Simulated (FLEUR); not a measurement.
# Collinear magnetic orders of MnO (Manganosite) with FLEUR, part 3 of 3

Aim: find out whether MnO (Manganosite) carries moments, and which collinear order costs least.

FLEUR MaX-R8.1; PBE with U = 4 eV on Mn d; all-electron FLAPW, Dirac cores, scalar-relativistic bands.

So far, largest spin moment in the muffin-tin sphere (μB): step 2 (start 1: ferro +) 4.73; step 3 (order 2, typed as antiferro q=(0,1/2,1/2) +-) 4.71; step 4 (order 3, typed as antiferro q=(0,0,1/2) +-) 4.65.

**5. Start 4: no spin polarisation**

A spinless run shows what the cell costs with no moments; under a U that can hold a penalty on part-filled orbitals beside the lost exchange.

The k list default-1 (kpts.xml, not shown) is a Γ-centred 6×6×6 mesh.

File inp.xml:

```
<?xml version="1.0" encoding="UTF-8" standalone="no"?>
<fleurInput fleurInputVersion="0.39">
   <comment>
      MnO
   </comment>
   <calculationSetup>
      <cutoffs Kmax="4.05" Gmax="10.1" GmaxXC="10.1" numbands="0"/>
      <scfLoop itmax="130" minDistance="0.0001" maxIterBroyd="15" imix="Anderson" alpha="0.05" precondParam="0.0" spinf="2.0" sdNocoIR="T"/>
      <coreElectrons ctail="T" frcor="F" kcrel="0" coretail_lmax="0"/>
      <xcFunctional name="pbe" relativisticCorrections="F"/>
      <magnetism jspins="1"/>
      <soc l_soc="F" theta="0.0" phi="0.0" spav="F"/>
      <expertModes spex="0" secvar="F"/>
      <geometryOptimization l_f="F" forcealpha="1.0" forcemix="BFGS" epsdisp="0.00001" epsforce="0.00001"/>
      <ldaU l_linMix="F" mixParam="0.05" spinf="1.0"/>
   </calculationSetup>
   <cell>
      <bzIntegration valenceElectrons="21.0" mode="hist" fermiSmearingEnergy="0.0055124">
         <kPointListSelection listName="default-1"/>
         <xi:include xmlns:xi="http://www.w3.org/2001/XInclude" href="kpts.xml"> </xi:include>
      </bzIntegration>
      <xi:include xmlns:xi="http://www.w3.org/2001/XInclude" href="sym.xml"> </xi:include>
      <bulkLattice scale="1.0">
         <bravaisMatrix>
            <row-1>    0.0000000000000000     4.2008611749857998     4.2008611749857998</row-1>
            <row-2>    4.2008611749857998     0.0000000000000000     4.2008611749857998</row-2>
            <row-3>    4.2008611749857998     4.2008611749857998     0.0000000000000000</row-3>
         </bravaisMatrix>
      </bulkLattice>
   </cell>
   <atomSpecies>
      <species name="Manganese (Mn)" element="Mn" atomicNumber="25">
         <mtSphere radius="2.62" gridPoints="867" logIncrement="0.014"/>
         <atomicCutoffs lmax="10" lnonsphr="8"/>
         <electronConfig flipSpins="F">
            <coreConfig>(1s1/2) (2s1/2) (2p1/2) (2p3/2)</coreConfig>
            <valenceConfig>(3s1/2) (3p1/2) (3p3/2) (4s1/2) (3d3/2) (3d5/2)</valenceConfig>
            <stateOccupation state="(3d3/2)" spinUp="1.000000" spinDown="1.000000"/>
            <stateOccupation state="(3d5/2)" spinUp="1.500000" spinDown="1.500000"/>
         </electronConfig>
         <energyParameters s="4" p="4" d="3" f="4"/>
         <ldaU l="2" U="4.0" J="0.0" l_amf="F"/>
         <lo type="SCLO" l="0" n="3" eDeriv="0"/>
         <lo type="SCLO" l="1" n="3" eDeriv="0"/>
      </species>
      <species name="Oxygen (O)" element="O" atomicNumber="8">
         <mtSphere radius="1.48" gridPoints="489" logIncrement="0.022"/>
         <atomicCutoffs lmax="6" lnonsphr="4"/>
         <electronConfig flipSpins="F">
            <coreConfig>(1s1/2)</coreConfig>
            <valenceConfig>(2s1/2) (2p1/2) (2p3/2)</valenceConfig>
            <stateOccupation state="(2p1/2)" spinUp="0.666667" spinDown="0.666667"/>
            <stateOccupation state="(2p3/2)" spinUp="1.333333" spinDown="1.333333"/>
         </electronConfig>
         <energyParameters s="2" p="2" d="3" f="4"/>
      </species>
   </atomSpecies>
   <atomGroups>
      <atomGroup species="Manganese (Mn)">
         <relPos label="                   1">.0000000000 .0000000000 .0000000000</relPos>
         <force calculate="T" relaxXYZ="TTT"/>
      </atomGroup>
      <atomGroup species="Oxygen (O)">
         <relPos label="                   2">1.000/2.000 1.000/2.000 1.000/2.000</relPos>
         <force calculate="T" relaxXYZ="TTT"/>
      </atomGroup>
   </atomGroups>
   <output dos="F" band="F" slice="F">
      <bandDOS minEnergy="-.5*Htr" maxEnergy="0.5*Htr" sigma="0.015" storeEVData="T"/>
      <plotting iplot="0" polar="F">
         <plot TwoD="T" vec1="  1.0  0.0  0.0" vec2="  0.0  1.0  0.0" vec3="  0.0  0.0  1.0" zero="  0.0  0.0  0.0" file="plot"/>
      </plotting>
      <moessbauerParams electricFieldGradient="F" isomerShift="F" coreHyperfine="F" valenceHyperfine="F"/>
   </output>
</fleurInput>
```

File crystal.txt:

```
MnO
&input film=F cartesian=F /
0.00000000000  2.22300000000  2.22300000000
2.22300000000  0.00000000000  2.22300000000
2.22300000000  2.22300000000  0.00000000000
1.8897261246
1.0 1.0 1.0

2
25 0.00000000000  0.00000000000  0.00000000000
8 0.50000000000  0.50000000000  0.50000000000

&kpt div1=6 div2=6 div3=6 gamma=T /
```

Started as:

```bash
OMP_NUM_THREADS=1 inpgen -f crystal.txt > inpgen.log  # inp.xml is then edited as shown
OMP_NUM_THREADS=1 mpirun -n 4 fleur_MPI > fleur.log
```

The log of the run:

```text
[banner, memory and clock lines left out]
Welcome to FLEUR        (www.flapw.de)
      MaX-Release 8.1          (www.max-centre.eu)

 ========== k-point set info ==========
 Selected k-point list: default-1
 k-point list type: mesh
 6 x 6 x 6
 Number of k points: 16

 [... set-up left out ...]
 no density matrix found ... skipping LDA+U
 Reset of history
 Iteration:     1   Distance:      28.88208004 me/bohr^3
 Iteration:     2   Distance:      43.92192561 me/bohr^3
 Iteration:     3   Distance:      41.16977411 me/bohr^3
 Iteration:     4   Distance:      26.23858016 me/bohr^3
[...]
<sumOfEigenvalues value="     -710.4549531302">
               <coreElectrons value="-697.4023987940"/>
               <valenceElectrons value="-13.0525543361"/>
            </sumOfEigenvalues>
         [... left out ...]
            <freeEnergy value="-1233.7285891971"/>
            <extrapolationTo0K value="-1233.7229378598"/>
         </totalEnergy>
         [... left out ...]
         <ldaUDensityMatrixConvergence>
            <distance spin="1" distance="0.000003"/>
         </ldaUDensityMatrixConvergence>
         <densityConvergence units="me/bohr^3">
            <chargeDensity spin="1" distance="0.0000806438"/>
         </densityConvergence>
      </iteration>
```

Elapsed: 6.1 s, on 4 MPI ranks of Intel Xeon 6975P-C (Granite Rapids), shared host; peak memory 0.23 GiB; 21 s of CPU time.

Numbers from this step:

- free energy: -33571.4652 eV
- program's band gap on this mesh (in a metal only a level spacing): 0.005497 eV
- final state: non-magnetic (no spin polarisation)

It lies 4311 meV a seeded atom over the first start.

**6. Ranking**

Free energies are divided by the number of seeded atoms, so that cells of unlike size compare. Wavevectors q in the names are fractions of the primitive cell's reciprocal vectors.

Orders:

```tsv
start	final state	typed order kept	energy over the lowest (meV a seeded atom)	largest sphere moment (μB)	net moment (μB a primitive cell)	mesh matched	CPU time (s)
ferro +	ferromagnetic	yes	68.98	4.726	5	yes	29.41
antiferro q=(0,1/2,1/2) +-	antiferromagnetic	yes	17.07	4.706	0	yes	98.16
antiferro q=(0,0,1/2) +-	antiferromagnetic	yes	0	4.652	0	yes	80.34
no spin polarisation	non-magnetic	-	4380	0	0	yes	21.06
```

**7. Outcome**

```json
{
 "lowest state found": "antiferromagnetic (typed antiferro q=(0,0,1/2) +-)",
 "largest site spin moment": "4.65 μB",
 "next finished state": "antiferromagnetic, 17.1 meV a seeded atom higher",
 "spinless run over the lowest (under a U no clean measure of the moments)": "4380 meV a seeded atom"
}
```

What this shows: The lowest state found is antiferromagnetic, reached from the start antiferro q=(0,0,1/2) +-, with moments up to 4.65 μB. The next finished state costs 17 meV a seeded atom. Under a U a spinless run can be left with part-filled orbitals, which the U penalises, or fall into a low-spin state, so its energy is no clean measure of what the moments gain. This is the lowest of 4 finished starts, no proof of the ground state.

[Logs and program files are shortened in this print: banners, set-up blocks, solver, clock and traceback lines can be left out without a mark of their own.]

[Logs are printed without paths, hosts, clocks, repeated set-up lines and the standing remarks that a program may print on its own settings, such as how far it seeks lower states.]

[Hosts, paths, dates, database ids (printed as entryN), source tags and the programs' standing remarks are cut or masked in the printed files.]

[Where a cell is said to come from a database of computed structures, the database is the Materials Project.]
